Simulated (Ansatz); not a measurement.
# SiO2 (P4_2/mnm) under biaxial strain in the (001) plane, that of a and b, part 2 of 3

Wanted: the shifts of the zone-centre modes of SiO2 (P4_2/mnm) with strain.

Ansatz 0.2.0; DFT LDA, scalar-relativistic, plane waves, PAW; PAW set soft_1.

So far. Step 4 (Tight relaxation): The largest force component left is 0.056 meV/Å and the pressure is 0.003 GPa, within the tolerances set. The cell now holds 7.66 Å³/atom.

## 5. Zone-centre response at rest

The modes at rest are the reference of the series, and the response to a field gives the dielectric tensor and the Born charges.

input.yaml

```yaml
crystal:
  lattice:
    - [4.1549127599, 0.0, 0.0]
    - [0.0, 4.1549127599, 0.0]
    - [0.0, 0.0, 2.6613485654]
  atoms:
    - { symbol: O, position: [0.6944294069, 0.6944294069, 0.0] }
    - { symbol: O, position: [0.1944294069, 0.8055705931, 0.5] }
    - { symbol: O, position: [0.3055705931, 0.3055705931, 0.0] }
    - { symbol: O, position: [0.8055705931, 0.1944294069, 0.5] }
    - { symbol: Si, position: [0.5, 0.5, 0.5] }
    - { symbol: Si, position: [0.0, 0.0, 0.0] }
kpoints:
  mp_grid: { grid: [8, 8, 8] }
hamiltonian:
  xc: lda
  pseudopotentials: { kind: paw, azcp: { folder: soft_1 }, xc_functional: pbe }
scf:
  occupations: { method: fixed }
output:
  eigenvalues: true
phonons:
  method: dfpt
  dielectric: true
  rigid_motions: translations
```

Launch:

```
$ ansatz run input.yaml --threads 8 --pin off --max-ram 16384MiB --backend cpu --events-out ev --progress --plain --runs-dir out
```

Numbers of over 12 decimals in the logs are rounded to 6 here.

What it wrote:

```text
[...]
Crystal: 6 atoms, lattice volume = 45.944 Å³
Basis set: ecut = 420 eV, 913 PW (Γ), exchange–correlation on 60×60×36 points (8 copies of the dense FFT grid, shifted against one another)
Bands: 22, of which v1, the nominal top of the filled ones, is band 16 counted from 1 (15 counted from 0)
Symmetry: 16 space group operations
k-points: 260 of 512 (irreducible under 1 space group operation, time reversal used)
[...]
SCF iter   1: F=—  HF=-3447.547112 eV  |F-HF|=—  |Δ(HF+E_count)|=         —  Δρ=1.40e-1  dr2=7.15e0  ethr=3.10e-3  ⟨swp⟩=4.2  Hψ=25820  notcnv=0  defer=1009
[...]
SCF iter   9: F=-3445.450901 eV  HF=-3445.450901 eV  |F-HF|=1.82e-12  |Δ(HF+E_count)|=  2.55e-11  Δρ=1.32e-7  dr2=3.17e-12  ethr=1.00e-12  ⟨swp⟩=12.9  Hψ=37933  notcnv=0
SCF 1 converged in 9 iterations: F = -3445.450901 eV  dr2 = 3.17e-12
[...]
DFPT response loops at Γ: preconditioner auto → none (the input reference at scf.mixing.eps_inf says where Resta's filter doesn't serve); β = 0.50; Broyden in place of MSR1
── the response to a field inside a basis, on 8×8×8 k-points: an SCF that follows is theirs, and a resumed run solves both again ──
Bands: 17, of which v1, the nominal top of the filled ones, is band 16 counted from 1 (15 counted from 0)
k-points: 40 of 512
[...]
Eigensolver: Dense (40 Hₖ)
SCF iter   1: F=—  HF=-3445.452410 eV  |F-HF|=—  |Δ(HF+E_count)|=         —  Δρ=7.45e-4  dr2=3.98e-5  ethr=1.00e-1
[...]
SCF iter   4: F=-3445.452397 eV  HF=-3445.452397 eV  |F-HF|=1.36e-10  |Δ(HF+E_count)|=   7.06e-7  Δρ=8.65e-6  dr2=1.00e-8  ethr=6.68e-9
SCF 1 converged in 4 iterations: F = -3445.452397 eV  dr2 = 1.00e-8
[...]
SCF converged after 9 iterations
Free energy (F): -3445.450901 eV
[...]
Internal energy: -3445.450901 eV  (E = F + TS)
E sigma→0 (E₀):  -3445.450901 eV
Fermi energy:    10.472122 eV
[...]
--- Band table (eV; the first three rows and the last of 260) ---
  k-point 0: bands = [... 12 lower, 7.9151, 9.5630, 9.5630, 10.4721, 16.2883, 16.9498, 18.8662, 18.8662, ... 2 higher]
  k-point 1: bands = [... 12 lower, 7.2205, 9.4053, 9.4053, 10.2702, 16.9891, 18.0668, 19.7602, 19.7602, ... 2 higher]
  k-point 2: bands = [... 12 lower, 6.0506, 8.9103, 8.9103, 9.6301, 18.0519, 20.2212, 20.4671, 21.6500, ... 2 higher]
  k-point 259: bands = [... 12 lower, 8.6739, 8.6739, 8.8682, 8.8682, 17.6715, 17.6715, 21.3601, 21.3601, ... 2 higher]
--- Phonons (Γ-DFPT): 4 representative perturbations + reference, on 260 of 512 k-points (Σ response iterations 12) ---
  k mesh reduced under 1 symmetry operation, with k and −k counted as one. Each operation leaves every solved perturbation unchanged. A smaller set is not considered because the run solves the response to a homogeneous field
  ASR residual: 3.194e-5 → 0.000e0 eV/Å²; symmetrization residual: 1.273e-6 eV/Å²
  ASR residual per site (eV/Å²): 3.19e-5 3.19e-5 3.19e-5 3.19e-5 1.29e-5 1.29e-5
  Γ frequencies (cm⁻¹): 0.00 0.00 0.00 218.45 383.65 465.65 465.65 583.83 583.83 585.83 585.83 589.07 658.16 753.37 757.86 822.86 822.86 947.19
  ε∞ (high-frequency dielectric tensor):
        3.374887     0.000000     0.000000
        0.000000     3.374887     0.000000
        0.000000     0.000000     3.551817
  ε⁰ (static dielectric tensor: ions relaxed, cell fixed):
       11.097996     0.000000    -0.000000
        0.000000    11.097996     0.000000
       -0.000000     0.000000     9.031913
  ε⁰ − ε∞ (ionic part):
        7.723109     0.000000    -0.000000
        0.000000     7.723109     0.000000
       -0.000000     0.000000     5.480095
  softest optical mode at Γ: 218.45 cm⁻¹; the repairs (sum rule, projections) moved no ω² at Γ by more than (0.97 cm⁻¹)²
  Born effective charges Z* (e; rows j = field, columns β = displacement):
    site 0:
        -1.90476   -0.57545    0.00000
        -0.57545   -1.90476    0.00000
         0.00000    0.00000   -2.03567
    site 1:
        -1.90476    0.57545    0.00000
         0.57545   -1.90476    0.00000
         0.00000    0.00000   -2.03567
    site 2:
        -1.90476   -0.57545    0.00000
        -0.57545   -1.90476    0.00000
         0.00000    0.00000   -2.03567
    site 3:
        -1.90476    0.57545    0.00000
         0.57545   -1.90476    0.00000
         0.00000    0.00000   -2.03567
    site 4:
         3.80952   -0.35910    0.00000
        -0.35910    3.80952    0.00000
         0.00000    0.00000    4.07135
    site 5:
         3.80952    0.35910    0.00000
         0.35910    3.80952    0.00000
         0.00000    0.00000    4.07135
  Z* charge neutrality: 2.139e-3 e pre-enforcement
  solved inside a basis spanned on kpoints, on 8×8×8 k-points, its susceptibility summed on 8×8×12: ε∞ is read to err by 8.3e-3, Z* by 1.4e-2 e (field_mesh: kpoints solves on kpoints); Z* is corrected for what the basis lacks
  optical modes at Γ without the LO–TO term, one row a degenerate level:
      ω (cm⁻¹)  modes    IR ((D/Å)²/amu)
        218.45      1             0.0000
        383.65      1             0.0000
        465.65      2            56.8138
        583.83      2             0.0000
        585.83      2            11.2123
        589.07      1             0.0000
        658.16      1            51.1355
        753.37      1             0.0000
        757.86      1             0.0000
        822.86      2            25.7579
        947.19      1             0.0000
  optical modes at Γ + LO–TO along q̂ = [1.0000, 0.0000, 0.0000]:
      ω (cm⁻¹)  modes    IR ((D/Å)²/amu)
        218.45      1             0.0000
        383.65      1             0.0000
[...]
optical modes at Γ + LO–TO along q̂ = [0.0000, 1.0000, 0.0000]:
      ω (cm⁻¹)  modes    IR ((D/Å)²/amu)
[...]
1038.43      1            41.0813
  optical modes at Γ + LO–TO along q̂ = [0.0000, 0.0000, 1.0000]:
      ω (cm⁻¹)  modes    IR ((D/Å)²/amu)
        218.45      1             0.0000
        383.65      1             0.0000
        465.65      2            56.8138
        583.83      2             0.0000
        585.83      2            11.2123
        589.07      1             0.0000
        753.37      1             0.0000
        757.86      1             0.0000
        822.86      2            25.7579
        947.19      1             0.0000
       1049.54      1            51.1355
```

It took 33 s on 8 threads of Arm Neoverse V2, shared host; peak memory 1.3 GiB.

Numbers from this step:

* sum-rule residual before enforcement: 3.19e-5 eV/Å²
* miss of the charge sum rule: 0.002139 e
* estimated error of the dielectric tensor: 0.008310
* estimated error of the Born charges: 0.01430 e
* point group: 4/mmm
* highest optical mode at the zone centre (no LO-TO term): 947.2 cm⁻¹
* lowest optical zone-centre mode: 218.4 cm⁻¹
* mean high-frequency dielectric constant: 3.434
* largest Born charge (third of the trace): 3.897 e
* mean static dielectric constant: 10.41
* top of the zone-centre spectrum with the field: 1050 cm⁻¹

Without the LO-TO term. Patterns of degenerate modes are one choice out of their space. The modes at Γ (shares of kinetic energy by element, %):

```tsv
mode	frequency (cm⁻¹)	symmetry	O %	Si %
1	0.0	acoustic	53	47
2	0.0	acoustic	53	47
3	0.0	acoustic	53	47
4	218.4	B1g	100	0
5	383.6	B1u	19	81
6	465.6	Eu	57	43
7	465.6	Eu	57	43
8	583.8	Eg	100	0
9	583.8	Eg	100	0
10	585.8	Eu	37	63
11	585.8	Eu	37	63
12	589.1	A2g	100	0
13	658.2	A2u	47	53
14	753.4	A1g	100	0
15	757.9	B1u	81	19
16	822.9	Eu	53	47
17	822.9	Eu	53	47
18	947.2	B2g	100	0
```

Displacements in mode 4 (218.4 cm⁻¹), the largest set to 1:
```
O1  -1.00  1.00  0.00
O2  -1.00 -1.00  0.00
O3   1.00 -1.00  0.00
O4   1.00  1.00  0.00
Si5  0.00  0.00  0.00
Si6  0.00  0.00  0.00
```

Displacements in mode 16 (822.9 cm⁻¹), the largest set to 1:
```
O1   0.08  0.72  0.00
O2   0.70 -1.00  0.00
O3   0.08  0.72  0.00
O4   0.70 -1.00  0.00
Si5 -0.14 -0.68  0.00
Si6 -0.75  1.00  0.00
```

Optical modes at the zone centre, without and with the macroscopic field of the longitudinal modes; each column is sorted by frequency, so a row need not hold one and the same mode. Modes with and without the field, by row:

```tsv
rank among optical modes	no field (cm⁻¹)	q along (1, 0, 0) (cm⁻¹)	q along (0, 0, 1) (cm⁻¹)
1	218.4	218.4	218.4
2	383.6	383.6	383.6
3	465.6	465.6	465.6
4	465.6	559.6	465.6
5	583.8	583.8	583.8
6	583.8	583.8	583.8
7	585.8	585.8	585.8
8	585.8	589.1	585.8
9	589.1	658.2	589.1
10	658.2	700.5	753.4
11	753.4	753.4	757.9
12	757.9	757.9	822.9
13	822.9	822.9	822.9
14	822.9	947.2	947.2
15	947.2	1038	1050
```

Born charge (rows field, columns displacement) (e), principal values of the symmetric part by kind of site:

```tsv
atom	atoms with these values	low	middle	high	mean
O1	4	-2.48	-2.04	-1.33	-1.95
Si5	2	3.45	4.07	4.17	3.90
```

In full for Si5:

```
 3.81 -0.36  0.00
-0.36  3.81  0.00
 0.00  0.00  4.07
```

High-frequency dielectric tensor:

```
3.37 0.00 0.00
0.00 3.37 0.00
0.00 0.00 3.55
```

Static dielectric tensor (ions relaxed, fixed cell):

```
11.10  0.00  0.00
 0.00 11.10  0.00
 0.00  0.00  9.03
```

Transverse modes. Lines of the infrared spectrum (strongest = 100):

```tsv
position (cm⁻¹)	label	relative intensity
218	B1g	0.0
384	B1u	0.0
466	Eu	100
584	Eg	0.0
586	Eu	20
589	A2g	0.0
658	A2u	90
753	A1g	0.0
758	B1u	0.0
823	Eu	45
947	B2g	0.0
```

Before it was imposed, the acoustic sum rule was missed by 3.2e-5 eV/Å² and the charge sum rule by 0.0021 e. Small misses are needed for a sound result but don't prove that mesh and cutoff are converged. The lowest optical mode is real, 218 cm⁻¹.

## 6. Relaxation of a member: biaxial strain of +4 % in the (001) plane, that of a and b

The cell takes a biaxial strain of +4 % in the (001) plane, that of a and b. The strained lengths are held, while the rest of the cell and the atoms relax.

input.yaml, the sections that differ from step 5:

```yaml
crystal:
  lattice:
    - [4.3211092703, 0.0, 0.0]
    - [0.0, 4.3211092703, 0.0]
    - [0.0, 0.0, 2.6238062886]
  atoms:
    - { symbol: O, position: [0.6909546981, 0.6909546981, 0.0] }
    - { symbol: O, position: [0.1909546981, 0.8090453019, 0.5] }
    - { symbol: O, position: [0.3090453019, 0.3090453019, 0.0] }
    - { symbol: O, position: [0.8090453019, 0.1909546981, 0.5] }
    - { symbol: Si, position: [0.5, 0.5, 0.5] }
    - { symbol: Si, position: [0.0, 0.0, 0.0] }
output:
  forces: true
  stress: true
  eigenvalues: true
relax:
  adjacent_minimum: "off"
  f_tol: 0.001
  max_steps: 60
  cell: { stress_tol: 0.01, fix: [a, b, gamma] }
# kpoints, hamiltonian, scf: as in step 5
# phonons: removed
```

What it wrote:

```text
[...]
Crystal: 6 atoms, lattice volume = 48.992 Å³
Basis set: ecut = 420 eV, 969 PW (Γ)
Bands: 22, of which v1, the nominal top of the filled ones, is band 16 counted from 1 (15 counted from 0)
Symmetry: 16 space group operations
[...]
k-points: 75 of 512
[...]
cell:  # Å, volume = 48.7880 Å³
    - [4.3211092703, 0.0, 0.0]
    - [0.0, 4.3211092703, 0.0]
    - [0.0, 0.0, 2.612897]
  atoms:
    - { symbol: O, position: [0.689522, 0.689522, 0.0] }
    - { symbol: O, position: [0.189522, 0.810478, 0.5] }
    - { symbol: O, position: [0.310478, 0.310478, 0.0] }
    - { symbol: O, position: [0.810478, 0.189522, 0.5] }
    - { symbol: Si, position: [0.5, 0.5, 0.5] }
    - { symbol: Si, position: [0, 0, 0.0] }
[key lines of the parts left out:]
SCF converged after 5 iterations
Free energy (F): -3445.229723 eV
Fermi energy:    9.307883 eV
P = ⅓ Tr σ = -11.4254 GPa (-114.254 kbar)
```

Wall time 4.4 s (8 threads); peak memory 0.37 GiB; 29 s of CPU time.

Relaxation path:

```tsv
step	energy less that of the first step (eV)	largest force component (eV/Å)	pressure (GPa)	volume (Å³)
1	0.0000	0.1820	-13.98	48.99
2	-0.0031	0.1374	-13.37	48.94
3	-0.0075	0.0043	-11.38	48.79
4	-0.0075	0.0006	-11.45	48.80
5*	-0.0066	0.0007	-11.48	48.80
6	-0.0067	0.0003	-11.43	48.79
7*	-0.0067	0.0003	-11.43	48.79
```

Relaxation steps marked * repeat the geometry before them on a plane-wave basis chosen anew for their cell, so energy and pressure can jump there.

The run keeps the 16 symmetry operations that it works with, so distortions that break them were not tested.

```tsv
conventional cell, symmetrised	before	after	change
a (Å)	4.321	4.321	+0.0 %
b (Å)	4.321	4.321	+0.0 %
c (Å)	2.624	2.613	-0.4 %
volume (Å³/atom)	8.17	8.13	-0.4 %
```

The relaxed structure:

```cif
data_structure
_symmetry_space_group_name_H-M 'P 1'
_symmetry_Int_Tables_number 1
_cell_length_a 4.3211
_cell_length_b 4.3211
_cell_length_c 2.6129
_cell_angle_alpha 90.000
_cell_angle_beta 90.000
_cell_angle_gamma 90.000
_cell_volume 48.79
loop_
_atom_site_label
_atom_site_type_symbol
_atom_site_fract_x
_atom_site_fract_y
_atom_site_fract_z
_atom_site_occupancy
O1 O 0.68952 0.68952 0.00000 1
O2 O 0.18952 0.81048 0.50000 1
O3 O 0.31048 0.31048 0.00000 1
O4 O 0.81048 0.18952 0.50000 1
Si5 Si 0.50000 0.50000 0.50000 1
Si6 Si 0.00000 0.00000 0.00000 1
```

Numbers from this step:

```
pressure          : -11.43 GPa
gap on the k-mesh : 5.207 eV
volume per atom   : 8.131 Å³
```

The largest force component left is 0.26 meV/Å.

## 7. Modes of this member: biaxial strain of +4 % in the (001) plane, that of a and b

The zone-centre modes follow for biaxial strain of +4 % in the (001) plane, that of a and b, with the response to a field.

input.yaml, the sections that differ from step 6:

```yaml
crystal:
  lattice:
    - [4.3211092703, 0.0, 0.0]
    - [0.0, 4.3211092703, 0.0]
    - [0.0, 0.0, 2.6128968861]
  atoms:
    - { symbol: O, position: [0.6895220231, 0.6895220231, 0.0] }
    - { symbol: O, position: [0.1895220231, 0.8104779769, 0.5] }
    - { symbol: O, position: [0.3104779769, 0.3104779769, 0.0] }
    - { symbol: O, position: [0.8104779769, 0.1895220231, 0.5] }
    - { symbol: Si, position: [0.5, 0.5, 0.5] }
    - { symbol: Si, position: [0.0, 0.0, 0.0] }
output:
  eigenvalues: true
phonons:
  method: dfpt
  dielectric: true
  rigid_motions: translations
# kpoints, hamiltonian, scf: as in step 6
# relax: removed
```

What it wrote:

```text
[...]
Crystal: 6 atoms, lattice volume = 48.788 Å³
Basis set: ecut = 420 eV, 969 PW (Γ), exchange–correlation on 60×60×36 points (8 copies of the dense FFT grid, shifted against one another)
Bands: 22, of which v1, the nominal top of the filled ones, is band 16 counted from 1 (15 counted from 0)
Symmetry: 16 space group operations
k-points: 260 of 512 (irreducible under 1 space group operation, time reversal used)
[...]
SCF iter   1: F=—  HF=-3447.210638 eV  |F-HF|=—  |Δ(HF+E_count)|=         —  Δρ=1.31e-1  dr2=6.84e0  ethr=3.10e-3  ⟨swp⟩=4.2  Hψ=25784  notcnv=0  defer=1020
[...]
SCF iter   9: F=-3445.229727 eV  HF=-3445.229727 eV  |F-HF|=3.64e-12  |Δ(HF+E_count)|=  8.19e-11  Δρ=1.86e-7  dr2=6.74e-12  ethr=1.00e-12  ⟨swp⟩=13.1  Hψ=38989  notcnv=0
SCF 1 converged in 9 iterations: F = -3445.229727 eV  dr2 = 6.74e-12
[...]
Bands: 17, of which v1, the nominal top of the filled ones, is band 16 counted from 1 (15 counted from 0)
k-points: 40 of 512
[...]
Eigensolver: Dense (40 Hₖ)
SCF iter   1: F=—  HF=-3445.231038 eV  |F-HF|=—  |Δ(HF+E_count)|=         —  Δρ=7.50e-4  dr2=4.27e-5  ethr=1.00e-1
[...]
SCF iter   4: F=-3445.231024 eV  HF=-3445.231024 eV  |F-HF|=3.23e-10  |Δ(HF+E_count)|=   7.04e-7  Δρ=9.19e-6  dr2=1.15e-8  ethr=7.10e-9
SCF 1 converged in 4 iterations: F = -3445.231024 eV  dr2 = 1.15e-8
[...]
SCF converged after 9 iterations
Free energy (F): -3445.229727 eV
[...]
Internal energy: -3445.229727 eV  (E = F + TS)
E sigma→0 (E₀):  -3445.229727 eV
Fermi energy:    9.307884 eV
[...]
--- Band table (eV; the first three rows and the last of 260) ---
  k-point 0: bands = [... 12 lower, 6.9283, 8.4734, 8.4734, 9.3079, 14.5145, 16.3872, 18.1246, 18.1246, ... 2 higher]
  k-point 1: bands = [... 12 lower, 6.1373, 8.3473, 8.3473, 9.1809, 15.2225, 17.4669, 18.9204, 18.9204, ... 2 higher]
  k-point 2: bands = [... 12 lower, 4.9534, 7.9250, 7.9250, 8.7313, 16.3210, 19.0990, 19.3041, 20.2529, ... 2 higher]
  k-point 259: bands = [... 12 lower, 7.4315, 7.4315, 7.9298, 7.9298, 16.0815, 16.0815, 19.3439, 19.3439, ... 2 higher]
[...]
ASR residual: 3.193e-5 → 0.000e0 eV/Å²; symmetrization residual: 1.376e-6 eV/Å²
  ASR residual per site (eV/Å²): 2.19e-5 2.19e-5 2.19e-5 2.19e-5 3.19e-5 3.19e-5
[...]
ε∞ (high-frequency dielectric tensor):
        3.448554     0.000000     0.000000
        0.000000     3.448554     0.000000
        0.000000     0.000000     3.515203
  ε⁰ (static dielectric tensor: ions relaxed, cell fixed):
       18.470170    -0.000000    -0.000000
       -0.000000    18.470170    -0.000000
       -0.000000    -0.000000     8.345412
  ε⁰ − ε∞ (ionic part):
       15.021615    -0.000000    -0.000000
       -0.000000    15.021615    -0.000000
       -0.000000    -0.000000     4.830209
[...]
Born effective charges Z* (e; rows j = field, columns β = displacement):
    site 0:
        -1.92038   -0.61377    0.00000
        -0.61377   -1.92038    0.00000
         0.00000    0.00000   -2.02529
    site 1:
        -1.92038    0.61377    0.00000
         0.61377   -1.92038    0.00000
         0.00000    0.00000   -2.02529
    site 2:
        -1.92038   -0.61377    0.00000
        -0.61377   -1.92038    0.00000
         0.00000    0.00000   -2.02529
    site 3:
        -1.92038    0.61377    0.00000
         0.61377   -1.92038    0.00000
         0.00000    0.00000   -2.02529
    site 4:
         3.84076   -0.46359    0.00000
        -0.46359    3.84076    0.00000
         0.00000    0.00000    4.05058
    site 5:
         3.84076    0.46359    0.00000
         0.46359    3.84076    0.00000
         0.00000    0.00000    4.05058
  Z* charge neutrality: 4.884e-3 e pre-enforcement
[...]
optical modes at Γ without the LO–TO term, one row a degenerate level:
      ω (cm⁻¹)  modes    IR ((D/Å)²/amu)
        229.63      1             0.0000
        329.01      2            68.4471
        369.36      1             0.0000
        496.21      2             5.7098
        549.43      1             0.0000
        564.93      2             0.0000
        676.83      1            50.6151
        709.59      1             0.0000
        736.95      1             0.0000
        831.28      2            21.9095
        875.57      1             0.0000
  optical modes at Γ + LO–TO along q̂ = [1.0000, 0.0000, 0.0000]:
      ω (cm⁻¹)  modes    IR ((D/Å)²/amu)
        229.63      1             0.0000
        329.01      1            34.2235
[...]
optical modes at Γ + LO–TO along q̂ = [0.0000, 1.0000, 0.0000]:
      ω (cm⁻¹)  modes    IR ((D/Å)²/amu)
[...]
996.19      1            36.7066
  optical modes at Γ + LO–TO along q̂ = [0.0000, 0.0000, 1.0000]:
      ω (cm⁻¹)  modes    IR ((D/Å)²/amu)
        229.63      1             0.0000
        329.01      2            68.4471
        369.36      1             0.0000
        496.21      2             5.7098
        549.43      1             0.0000
        564.93      2             0.0000
        709.59      1             0.0000
        736.95      1             0.0000
        831.28      2            21.9095
        875.57      1             0.0000
       1042.87      1            50.6151
```

Elapsed: 30 s, on 8 threads; peak memory 1.3 GiB; 3.5 min of CPU time.

Numbers from this step:

```yaml
miss_of_the_charge_sum_rule: 0.004884 e
estimated_error_of_the_dielectric_tensor: 0.008514
estimated_error_of_the_born_charges: 0.01616 e
highest_optical_mode_at_the_zone_centre_no_lo_to_term: 875.6 cm⁻¹
lowest_optical_zone_centre_mode: 229.6 cm⁻¹
mean_high_frequency_dielectric_constant: 3.471
largest_born_charge_third_of_the_trace: 3.911 e
mean_static_dielectric_constant: 15.10
top_of_the_zone_centre_spectrum_with_the_field: 1043 cm⁻¹
```

Without the LO-TO term. Patterns of degenerate modes are one choice out of their space. Modes at Γ, with each element's share of the kinetic energy:

```tsv
mode	frequency (cm⁻¹)	symmetry	O %	Si %
1	0.0	acoustic	53	47
2	0.0	acoustic	53	47
3	0.0	acoustic	53	47
4	229.6	B1g	100	0
5	329.0	Eu	31	69
6	329.0	Eu	31	69
7	369.4	B1u	25	75
8	496.2	Eu	73	27
9	496.2	Eu	73	27
10	549.4	A2g	100	0
11	564.9	Eg	100	0
12	564.9	Eg	100	0
13	676.8	A2u	47	53
14	709.6	A1g	100	0
15	737.0	B1u	75	25
16	831.3	Eu	43	57
17	831.3	Eu	43	57
18	875.6	B2g	100	0
```

Displacements in mode 4 (229.6 cm⁻¹), the largest set to 1:
```
O1   1.00 -1.00  0.00
O2   1.00  1.00  0.00
O3  -1.00  1.00  0.00
O4  -1.00 -1.00  0.00
Si5  0.00  0.00  0.00
Si6  0.00  0.00  0.00
```

Displacements in mode 14 (709.6 cm⁻¹), the largest set to 1:
```
O1  -1.00 -1.00  0.00
O2  -1.00  1.00  0.00
O3   1.00  1.00  0.00
O4   1.00 -1.00  0.00
Si5  0.00  0.00  0.00
Si6  0.00  0.00  0.00
```

Transverse modes. Lines of the infrared spectrum (strongest = 100):

```tsv
position (cm⁻¹)	label	relative intensity
230	B1g	0.0
329	Eu	100
369	B1u	0.0
496	Eu	8.3
549	A2g	0.0
565	Eg	0.0
677	A2u	74
710	A1g	0.0
737	B1u	0.0
831	Eu	32
876	B2g	0.0
```

Without the LO-TO term the lowest optical mode is real, 230 cm⁻¹, and the highest lies at 875.6 cm⁻¹.

For the highest optical mode at the zone centre (no LO-TO term), step 5 gave 947 cm⁻¹; this run, with strain 4 %, gives 876 cm⁻¹ (-8 %).

[end of part 2 of 3]

[Logs are printed without paths, hosts, clocks, repeated set-up lines and the standing remarks that a program may print on its own settings, such as how far it seeks lower states.]

[Hosts, paths, dates, database ids (printed as entryN), source tags and the programs' standing remarks are cut or masked in the printed files.]
